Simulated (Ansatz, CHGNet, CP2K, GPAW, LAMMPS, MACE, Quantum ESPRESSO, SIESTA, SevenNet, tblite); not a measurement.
# CP2K runs on amorphous 71GeO2-29Lu2O3 (mol %) (61 atoms), part 2 of 4

Wanted: CP2K inputs and outputs for amorphous 71GeO2-29Lu2O3 (mol %) (61 atoms), checked against a plane-wave reference.

Program: CP2K 2026.2; the method stands at each step. Banners and routine set-up lines are dropped from the logs; longer cuts are marked.

So far. Step 2 (PBE, DZVP-MOLOPT-SR, 600/50 Ry, diagonalisation): Forces lie 25 % from the reference's, at 0.40 times its CPU time (on 2 against 4 cores). Step 3 (PBE, SZV-MOLOPT-SR, 600/50 Ry, diagonalisation): Against the first run (25 %), the force difference from the reference is 80 %, at 0.42 times the CPU time (on 1 against 2 cores), with 374 basis functions against 1083: the smaller basis costs accuracy.

### 4. PBE, DZVP-MOLOPT-SR, 600/50 Ry, TRS4 filter 1e-06, SCF 1e-06

Method: Kohn-Sham DFT, PBE, GTH-PBE pseudopotentials, Gaussian and plane waves, DZVP-MOLOPT-SR-GTH, linear-scaling purification of the density matrix.

input.inp reads:

```
&GLOBAL
  PROJECT cell
  RUN_TYPE ENERGY_FORCE
  PRINT_LEVEL LOW
&END GLOBAL
&FORCE_EVAL
  METHOD QS
  STRESS_TENSOR ANALYTICAL
  &DFT
    BASIS_SET_FILE_NAME BASIS_MOLOPT
    BASIS_SET_FILE_NAME BASIS_MOLOPT_UCL
    POTENTIAL_FILE_NAME GTH_POTENTIALS
    &MGRID
      CUTOFF 600
      REL_CUTOFF 50
      NGRIDS 5
    &END MGRID
    &QS
      EPS_DEFAULT 1.0E-10
      LS_SCF T
    &END QS
    &LS_SCF
      PURIFICATION_METHOD TRS4
      EPS_FILTER 1.0E-06
      EPS_SCF 1.0E-06
      MAX_SCF 60
      S_PRECONDITIONER ATOMIC
      MIXING_FRACTION 0.45
      REPORT_ALL_SPARSITIES F
    &END LS_SCF
    &XC
      &XC_FUNCTIONAL PBE
      &END XC_FUNCTIONAL
    &END XC
    &PRINT
      &MULLIKEN ON
      &END MULLIKEN
    &END PRINT
  &END DFT
  &SUBSYS
    &CELL
      A 9.73719 0.00000 0.00000
      B 0.00000 9.73719 0.00000
      C 0.00000 0.00000 9.73719
    &END CELL
    &COORD
      Ge 8.00796 4.97181 2.45543
      Ge 9.69912 2.07276 3.17491
      Ge 8.52150 4.03344 7.99774
      Ge 0.29134 7.96142 5.67600
      Ge 3.34443 2.33634 2.90655
      Ge 6.03131 0.55823 2.69934
      Ge 4.61017 3.23469 5.81057
      Ge 5.85974 7.19267 3.58007
      Ge 6.47669 2.92671 0.37819
      Ge 7.68576 1.82923 5.55292
      Ge 1.76681 5.39791 7.51945
      Ge 6.83658 8.51079 6.56092
      Lu 2.70168 5.40765 4.62692
      Lu 8.29209 6.99802 9.05130
      Lu 1.30176 1.80975 6.34543
      Lu 3.28202 2.41424 8.97224
      Lu 9.01732 0.68433 9.47857
      Lu 5.21641 8.49482 0.19182
      Lu 3.40743 5.52469 1.25464
      Lu 2.21833 8.82676 8.58178
[... 37 atom lines left out ...]
      O 2.81434 7.72568 0.89446
      O 9.35491 1.53760 4.79508
      O 1.74490 4.04483 6.32908
      O 6.26812 2.88474 5.74153
    &END COORD
    &KIND Ge
      BASIS_SET DZVP-MOLOPT-SR-GTH-q4
      POTENTIAL GTH-PBE-q4
    &END KIND
    &KIND Lu
      BASIS_SET DZVP-MOLOPT-SR-GTH-q25
      POTENTIAL GTH-PBE-q25
    &END KIND
    &KIND O
      BASIS_SET DZVP-MOLOPT-SR-GTH-q6
      POTENTIAL GTH-PBE-q6
    &END KIND
  &END SUBSYS
  &PRINT
    &FORCES ON
    &END FORCES
    &STRESS_TENSOR ON
    &END STRESS_TENSOR
  &END PRINT
&END FORCE_EVAL
```

Launch:

```console
OMP_NUM_THREADS=1 mpirun -np 4 cp2k.psmp -i input.inp > output.txt
```

Output:

```text
CP2K| version string:                                       CP2K version 2026.2
 CP2K| Input file name                                                 input.inp
 GLOBAL| Basis set file name                                        BASIS_MOLOPT
 GLOBAL| Potential file name                                      GTH_POTENTIALS
[... lines left out ...]
 Re-scaling the density matrix to get the right number of electrons
[... lines left out ...]
 SCF run converged in    18 steps.
[... lines left out ...]
 ENERGY| Total FORCE_EVAL ( QS ) energy [hartree]          -3301.788925
[... lines left out ...]
 FORCES|      1 -2.31796152E-03 -1.78460219E-02 -2.22997109E-02   2.86553756E-02
 FORCES|      2 -1.31819365E-02  8.51672341E-03 -3.36084078E-02   3.70920895E-02
 FORCES|      3 -1.31368196E-02  1.12186521E-02  1.74552940E-03   1.73632099E-02
[...]
FORCES|     60  2.73941992E-03 -1.08802474E-02 -1.86190394E-02   2.17382803E-02
 FORCES|     61  2.61715830E-02  1.49499726E-02  4.97335106E-03   3.05481204E-02
 FORCES| Sum    -7.05123751E-03  5.88806447E-02  1.47390929E-02
 FORCES| Total atomic force                                       6.11055737E-02
 STRESS| Analytical stress tensor [bar]
 STRESS|                        x                   y                   z
 STRESS|      x        9.17095326365E+03  -1.34022262999E+04   7.62576607984E+03
 STRESS|      y       -1.34022262999E+04  -2.61711049008E+03   1.27736741507E+04
 STRESS|      z        7.62576607984E+03   1.27736741507E+04   2.76795012231E+04
 STRESS| 1/3 Trace                                             1.14111146656E+04
```

Run time: 89 s. Hardware: 4 MPI ranks of Arm Neoverse V2, shared host; peak memory 3.4 GiB; 5.9 min of CPU time.

Compared with the plane-wave run:

* r.m.s. force component: 0.9589 eV/Å
* r.m.s. difference of force components: 291.6 meV/Å
* longest difference of force vectors: 1751 meV/Å
* force difference over r.m.s. force: 33.74 %
* slope of forces against the reference's: 1.059
* correlation of force components: 0.9543
* pressure: 1.141 GPa
* pressure difference: 0.5214 GPa
* energy less the same-level run's: 9.081 meV/atom
* r.m.s. force difference from the same-level run: 155 meV/Å

This run lies far from the reference at the same functional.

Against the first run (25 %), the force difference from the reference is 34 %, at 1.1 times the CPU time (on 4 against 2 cores).

The difference per atom is largest on Lu (1.1 eV/Å on average, against 0.20 on Ge). The forces add up to 3.1 eV/Å instead of zero, usually a sign of too coarse a grid.

### 5. PBE, DZVP-MOLOPT-SR, 600/50 Ry, TRS4 filter 1e-07, SCF 1e-07

Method: Kohn-Sham DFT, PBE, GTH-PBE pseudopotentials, Gaussian and plane waves, DZVP-MOLOPT-SR-GTH, linear-scaling purification of the density matrix.

input.inp, as its differences from that of step 4:

```diff
@@ -23,4 +23,4 @@
       PURIFICATION_METHOD TRS4
-      EPS_FILTER 1.0E-06
-      EPS_SCF 1.0E-06
+      EPS_FILTER 1.0E-07
+      EPS_SCF 1.0E-07
       MAX_SCF 60
@@ -46,3 +46,28 @@
     &COORD
-[... 61 atom lines left out: the same atoms as in the first run ...]
+      SCALED
+      Ge 0.82241 0.51060 0.25217
+      Ge 0.99609 0.21287 0.32606
+      Ge 0.87515 0.41423 0.82136
+      Ge 0.02992 0.81763 0.58292
+      Ge 0.34347 0.23994 0.29850
+      Ge 0.61941 0.05733 0.27722
+      Ge 0.47346 0.33220 0.59674
+      Ge 0.60179 0.73868 0.36767
+      Ge 0.66515 0.30057 0.03884
+      Ge 0.78932 0.18786 0.57028
+      Ge 0.18145 0.55436 0.77224
+      Ge 0.70211 0.87405 0.67380
+      Lu 0.27746 0.55536 0.47518
+      Lu 0.85159 0.71869 0.92956
+      Lu 0.13369 0.18586 0.65167
+      Lu 0.33706 0.24794 0.92144
+      Lu 0.92607 0.07028 0.97344
+      Lu 0.53572 0.87241 0.01970
+      Lu 0.34994 0.56738 0.12885
+      Lu 0.22782 0.90650 0.88134
+[... 37 atom lines left out ...]
+      O 0.28903 0.79342 0.09186
+      O 0.96074 0.15791 0.49245
+      O 0.17920 0.41540 0.64999
+      O 0.64373 0.29626 0.58965
     &END COORD
```

Output:

```text
CP2K| version string:                                       CP2K version 2026.2
 CP2K| Input file name                                                 input.inp
 GLOBAL| Basis set file name                                        BASIS_MOLOPT
 GLOBAL| Potential file name                                      GTH_POTENTIALS
[... lines left out ...]
 Re-scaling the density matrix to get the right number of electrons
[... lines left out ...]
 SCF run converged in    29 steps.
[... lines left out ...]
 ENERGY| Total FORCE_EVAL ( QS ) energy [hartree]          -3301.788054
[... lines left out ...]
 FORCES|      1 -2.78623824E-03 -1.57199779E-02 -2.53294700E-02   2.99409899E-02
 FORCES|      2 -1.56803845E-02  1.17163176E-02 -2.94185411E-02   3.53354938E-02
 FORCES|      3 -1.43684348E-02  1.10206842E-02 -3.38695621E-04   1.81113808E-02
[...]
FORCES|     60  2.65679649E-03 -9.66366258E-03 -1.90600947E-02   2.15344411E-02
 FORCES|     61  2.51255735E-02  1.43471608E-02  4.98503171E-03   2.93595982E-02
 FORCES| Sum    -6.60837953E-03  5.86477099E-02  1.44708386E-02
 FORCES| Total atomic force                                       6.07670118E-02
 STRESS| Analytical stress tensor [bar]
 STRESS|                        x                   y                   z
 STRESS|      x        1.15713297961E+04  -1.21813306899E+04   3.59206593963E+03
 STRESS|      y       -1.21813306899E+04  -4.23378233594E+03   8.62290135906E+03
 STRESS|      z        3.59206593963E+03   8.62290135906E+03   2.36146951727E+04
 STRESS| 1/3 Trace                                             1.03174142110E+04
```

Run time: 2.3 min. Hardware: 4 MPI ranks; peak memory 3.4 GiB.

Numbers from this run, and their distance from the reference:

```yaml
r_m_s_force_component: 0.9273 eV/Å
r_m_s_difference_of_force_components: 221.2 meV/Å
longest_difference_of_force_vectors: 1343 meV/Å
force_difference_over_r_m_s_force: 25.61 %
slope_of_forces_against_the_reference_s: 1.043
correlation_of_force_components: 0.9721
pressure: 1.032 GPa
pressure_difference: 0.412 GPa
energy_less_the_same_level_run_s: 9.47 meV/atom
r_m_s_force_difference_from_the_same_level_run: 124 meV/Å
```

This run lies far from the reference at the same functional.

Against the first run (25 %), the force difference from the reference is 26 %, at 1.7 times the CPU time (on 4 against 2 cores) (29 SCF steps against 16).

The difference per atom is largest on Lu (0.79 eV/Å on average, against 0.23 on Ge). The forces add up to 3.1 eV/Å instead of zero, usually a sign of too coarse a grid.

### 6. PBE, DZVP-MOLOPT-SR, 600/50 Ry, TRS4 filter 1e-05, SCF 1e-06

Method: Kohn-Sham DFT, PBE, GTH-PBE pseudopotentials, Gaussian and plane waves, DZVP-MOLOPT-SR-GTH, linear-scaling purification of the density matrix.

input.inp, as its differences from that of step 5:

```diff
@@ -23,4 +23,4 @@
       PURIFICATION_METHOD TRS4
-      EPS_FILTER 1.0E-07
-      EPS_SCF 1.0E-07
+      EPS_FILTER 1.0E-05
+      EPS_SCF 1.0E-06
       MAX_SCF 60
@@ -45,6 +45,6 @@
     &END CELL
-    &COORD
-      SCALED
-[... 61 atom lines left out: the same atoms as in the first run ...]
-    &END COORD
+    &TOPOLOGY
+      COORD_FILE_NAME structure.xyz
+      COORD_FILE_FORMAT XYZ
+    &END TOPOLOGY
     &KIND Ge
```

structure.xyz reads:

```xyz
61

[... 61 atom lines left out: the same atoms as in the first run ...]
```

Output:

```text
CP2K| version string:                                       CP2K version 2026.2
 CP2K| Input file name                                                 input.inp
 GLOBAL| Basis set file name                                        BASIS_MOLOPT
 GLOBAL| Potential file name                                      GTH_POTENTIALS
 GLOBAL| Run type                                                   ENERGY_FORCE
 GLOBAL| Total number of message passing processes                             4
 GLOBAL| Number of threads for this process                                    1
 TOTAL NUMBERS AND MAXIMUM NUMBERS
  Total number of            - Atomic kinds:                                   3
                             - Atoms:                                         61
[... lines left out ...]
 Re-scaling the density matrix to get the right number of electrons
[... lines left out ...]
 SCF run converged in    14 steps.
 !-----------------------------------------------------------------------------!
                     Mulliken Population Analysis
 #  Atom  Element  Kind  Atomic population                           Net charge
       1     Ge       1          2.507222                              1.492778
       2     Ge       1          2.519672                              1.480328
       3     Ge       1          2.452415                              1.547585
[...]
60     O        3          6.623896                             -0.623896
      61     O        3          6.714754                             -0.714754
 # Total charge                            532.004784                 -0.004784
 !-----------------------------------------------------------------------------!
 ENERGY| Total FORCE_EVAL ( QS ) energy [hartree]          -3301.781313
 FORCES| Atomic forces [hartree/bohr]
 FORCES|   Atom     x               y               z               |f|
 FORCES|      1 -2.40950901E-03 -1.81146981E-02 -2.31396576E-02   2.94854503E-02
 FORCES|      2 -1.33091083E-02  7.71607047E-03 -3.53255045E-02   3.85300061E-02
 FORCES|      3 -1.35216083E-02  1.03293397E-02  2.05010733E-03   1.71386140E-02
[...]
FORCES|     60  2.51515773E-03 -1.15404703E-02 -1.89684487E-02   2.23452572E-02
 FORCES|     61  2.65170641E-02  1.52518183E-02  5.01424384E-03   3.09986336E-02
 FORCES| Sum    -7.11295771E-03  5.88943758E-02  1.47494613E-02
 FORCES| Total atomic force                                       6.11284571E-02
 STRESS| Analytical stress tensor [bar]
 STRESS|                        x                   y                   z
 STRESS|      x        9.45320288407E+03  -1.38841292114E+04   7.81359081646E+03
 STRESS|      y       -1.38841292114E+04  -2.71732791288E+03   1.37393106469E+04
 STRESS|      z        7.81359081646E+03   1.37393106469E+04   2.74230200394E+04
 STRESS| 1/3 Trace                                             1.13862983369E+04
```

The job ended after 74 s (4 MPI ranks; peak memory 3.4 GiB; 4.9 min of CPU time).

Numbers from this run, and their distance from the reference:

| Property | Result |
| --- | --- |
| r.m.s. force component | 0.9711 eV/Å |
| r.m.s. difference of force components | 307.1 meV/Å |
| longest difference of force vectors | 1775 meV/Å |
| force difference over r.m.s. force | 35.54 % |
| slope of forces against the reference's | 1.069 |
| correlation of force components | 0.9508 |
| pressure | 1.139 GPa |
| pressure difference | 0.5189 GPa |
| energy less the same-level run's | 12.48 meV/atom |
| r.m.s. force difference from the same-level run | 179.8 meV/Å |

This run lies far from the reference at the same functional.

Against the first run (25 %), the force difference from the reference is 36 %, at 0.90 times the CPU time (on 4 against 2 cores).

The difference per atom is largest on Lu (1.1 eV/Å on average, against 0.24 on Ge). The forces add up to 3.1 eV/Å instead of zero, usually a sign of too coarse a grid.

### 7. PBE, DZVP-MOLOPT-SR, 600/50 Ry, OT CG

Method: Kohn-Sham DFT, PBE, GTH-PBE pseudopotentials, Gaussian and plane waves, DZVP-MOLOPT-SR-GTH, orbital transformation.

input.inp, as its differences from that of step 6:

```diff
@@ -18,14 +18,22 @@
     &QS
-      EPS_DEFAULT 1.0E-10
-      LS_SCF T
+      EPS_DEFAULT 1.0E-12
     &END QS
-    &LS_SCF
-      PURIFICATION_METHOD TRS4
-      EPS_FILTER 1.0E-05
+    &SCF
+      SCF_GUESS ATOMIC
       EPS_SCF 1.0E-06
-      MAX_SCF 60
-      S_PRECONDITIONER ATOMIC
-      MIXING_FRACTION 0.45
-      REPORT_ALL_SPARSITIES F
-    &END LS_SCF
+      MAX_SCF 30
+      &OT
+        MINIMIZER CG
+        PRECONDITIONER FULL_ALL
+        ENERGY_GAP 0.001
+      &END OT
+      &OUTER_SCF
+        EPS_SCF 1.0E-06
+        MAX_SCF 8
+      &END OUTER_SCF
+      &PRINT
+        &RESTART OFF
+        &END RESTART
+      &END PRINT
+    &END SCF
     &XC
@@ -37,2 +45,9 @@
       &END MULLIKEN
+      &LOWDIN ON
+      &END LOWDIN
+      &MO_CUBES
+        NHOMO 1
+        NLUMO 4
+        WRITE_CUBE F
+      &END MO_CUBES
     &END PRINT
@@ -45,6 +60,6 @@
     &END CELL
-    &TOPOLOGY
-      COORD_FILE_NAME structure.xyz
-      COORD_FILE_FORMAT XYZ
-    &END TOPOLOGY
+    &COORD
+      SCALED
+[... 61 atom lines left out: the same atoms as in the first run ...]
+    &END COORD
     &KIND Ge
```

Output:

```text
CP2K| version string:                                       CP2K version 2026.2
 CP2K| Input file name                                                 input.inp
 GLOBAL| Basis set file name                                        BASIS_MOLOPT
 GLOBAL| Potential file name                                      GTH_POTENTIALS
 GLOBAL| Run type                                                   ENERGY_FORCE
 GLOBAL| Total number of message passing processes                             4
 GLOBAL| Number of threads for this process                                    1
 TOTAL NUMBERS AND MAXIMUM NUMBERS
  Total number of            - Atomic kinds:                                   3
                             - Atoms:                                         61
[... lines left out ...]
 Number of electrons:                                                        532
[... lines left out ...]
  Step     Update method      Time    Convergence         Total energy    Change
[... lines left out ...]
  Total energy:                                             -3301.803043
[... lines left out ...]
  Step     Update method      Time    Convergence         Total energy    Change
[... lines left out ...]
  *** SCF run converged in     6 steps ***
[... lines left out ...]
  Total energy:                                             -3301.809284
[... lines left out ...]
  outer SCF loop converged in   2 iterations or   70 steps
[... lines left out ...]
      61     O        3          6.589860                             -0.589860
 # Total charge                            532.000000                 -0.000000
  Eigenvalues of the occupied subspace spin            1
      -1.88930220     -1.87502918     -1.87414078     -1.87265718
      -1.86687543     -1.85907464     -1.85807511     -1.85429739
      -1.85223950     -1.85088253     -0.81418238     -0.81215903
[...]
0.11159610      0.11281928      0.11396634      0.11961009
       0.12063982      0.13042974
 Fermi Energy [eV] :    3.549174
  Using OT eigensolver for additional unoccupied orbitals spin            1
  Lowest Eigenvalues of the unoccupied subspace spin            1
 OT| Eigensolver reached convergence in 283 iterations
       0.20402611      0.26490087      0.27117908      0.27826844
 HOMO - LUMO gap [eV] :    2.002659
 ENERGY| Total FORCE_EVAL ( QS ) energy [hartree]          -3301.809284
 FORCES| Atomic forces [hartree/bohr]
 FORCES|   Atom     x               y               z               |f|
 FORCES|      1 -2.40550896E-03 -1.62852395E-02 -2.33808939E-02   2.85947844E-02
 FORCES|      2 -1.42994974E-02  1.01603935E-02 -3.08955541E-02   3.55280802E-02
 FORCES|      3 -1.32557008E-02  1.19689585E-02  4.93341728E-04   1.78665318E-02
[...]
FORCES|     60  2.83875938E-03 -9.67231604E-03 -1.85306257E-02   2.10949364E-02
 FORCES|     61  2.54363402E-02  1.45061533E-02  4.97365174E-03   2.97013990E-02
 FORCES| Sum    -6.80273922E-03  5.87669890E-02  1.45892989E-02
 FORCES| Total atomic force                                       6.09317971E-02
 STRESS| Analytical stress tensor [bar]
 STRESS|                        x                   y                   z
 STRESS|      x        1.11837080108E+04  -1.27244032596E+04   5.36290920225E+03
 STRESS|      y       -1.27244032596E+04  -2.64358922704E+03   9.94742086711E+03
 STRESS|      z        5.36290920225E+03   9.94742086711E+03   2.65217908534E+04
 STRESS| 1/3 Trace                                             1.16873032124E+04
```

Wall time 3.7 min (4 MPI ranks); peak memory 3.8 GiB.

Compared with the plane-wave run:

| Quantity | Value |
| --- | --- |
| r.m.s. force component | 0.9266 eV/Å |
| r.m.s. difference of force components | 212.9 meV/Å |
| longest difference of force vectors | 1078 meV/Å |
| force difference over r.m.s. force | 24.64 % |
| slope of forces against the reference's | 1.045 |
| correlation of force components | 0.9743 |
| gap (highest filled to lowest empty level) | 2.003 eV |
| gap difference | -0.0603 eV |
| pressure | 1.169 GPa |
| pressure difference | 0.549 GPa |
| energy less the same-level run's | -0.0004 meV/atom |
| r.m.s. force difference from the same-level run | 0.114 meV/Å |

Against the first run (25 %), the force difference from the reference is 25 %, at 2.7 times the CPU time (on 4 against 2 cores) (70 SCF steps against 16): another solver or mixer reaches the same state.

The difference per atom is largest on Lu (0.81 eV/Å on average, against 0.16 on Ge). The forces add up to 3.1 eV/Å instead of zero, usually a sign of too coarse a grid.

[end of part 2 of 4]

[Long decimals in the printed logs are rounded to 6 places.]

[Also dropped from logs without a mark: lines with file paths, logging warnings of Python, QE's lines on negative density and diagonalisation, SIESTA's first energy breakdown, zero terms and Voronoi charges.]

[Logs are printed without paths, hosts, clocks, repeated set-up lines and the standing remarks that a program may print on its own settings, such as how far it seeks lower states.]

[Hosts, paths, dates, database ids (printed as entryN), source tags and the programs' standing remarks are cut or masked in the printed files.]

[Most failed runs of this program on this cell are left out, timed-out ones always.]
